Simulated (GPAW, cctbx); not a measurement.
## Reading charge transfer from structure factors

NaTl2SbBr6, Fm-3m (no. 225), a = 11.3496 Å, b = 11.3496 Å, c = 11.3496 Å, α = 90.00°, β = 90.00°, γ = 90.00°.

```csv
atom,mult.,x,y,z
Tl1,8,1/4,3/4,3/4
Sb1,4,0,0,0
Br1,24,0,0,0.7534
Na1,4,1/2,0,0
```

The cell comes from substitution in a known structure type and wasn't matched to any measured phase.

Absolute values of the static structure factors of the conventional cell from DFT (PBE, GPAW) against free spherical atoms, in electrons:

```csv
hkl,d (Å),free atoms,crystal
111,6.553,171.20,170.63
020,5.675,124.85,123.16
022,4.013,569.46,566.42
131,3.422,135.81,135.46
222,3.276,1088.70,1091.63
040,2.837,1461.96,1463.61
133,2.604,107.95,107.74
042,2.538,131.86,131.97
242,2.317,515.63,516.59
333,2.184,84.55,84.34
```

**Question.** Which way does charge move, and which reflections show it best?

Project each element's phase sum on the total phase. |F| rises if density moves to atoms that scatter in phase and falls if it moves to atoms that scatter against it; the rule is for low angles, since changes of shape take over beyond. Where all elements are in phase the terms compete, and the compactness of the donor's and the acceptor's density matters too.

| hkl | Tl in phase | Sb in phase | Br in phase | Na in phase | change (e) | (%) |
| --- | --- | --- | --- | --- | --- | --- |
| 111 | 0.0 | +4.0 | +0.5 | -4.0 | -0.57 | -0.3 |
| 020 | +8.0 | -4.0 | -8.0 | -4.0 | -1.68 | -1.3 |
| 022 | +8.0 | +4.0 | -8.0 | +4.0 | -3.04 | -0.5 |
| 131 | 0.0 | +4.0 | -0.2 | -4.0 | -0.35 | -0.3 |
| 222 | +8.0 | -4.0 | +24.0 | -4.0 | +2.93 | +0.3 |
| 040 | +8.0 | +4.0 | +24.0 | +4.0 | +1.66 | +0.1 |
| 133 | 0.0 | +4.0 | -0.9 | -4.0 | -0.21 | -0.2 |
| 042 | +8.0 | -4.0 | -8.0 | -4.0 | +0.10 | +0.1 |

Low-angle reflections that set elements apart and change by more than 0.05 e: 111, 020, 022, 131, 222, 133 and 042. The signs fit a gain of density on Br and a loss on Tl, Sb and Na, apart from 042. The best witness is 020, -1.3 %, where Br enters with -8.0. The real-space density agrees: Voronoi charges Tl +0.46, Sb +0.45, Br -0.25, Na +0.16 e. The shortest bond, Sb–Br, has Δρ = +0.04 e/Å³ at its midpoint.

[Outputs are excerpts: Python notices, other lines and further rows are left out; steps that failed or that the build refused (PBEsol, TPSS) are not shown.]

[Logs are printed without paths, hosts, clocks, repeated set-up lines and the standing remarks that a program may print on its own settings, such as how far it seeks lower states.]
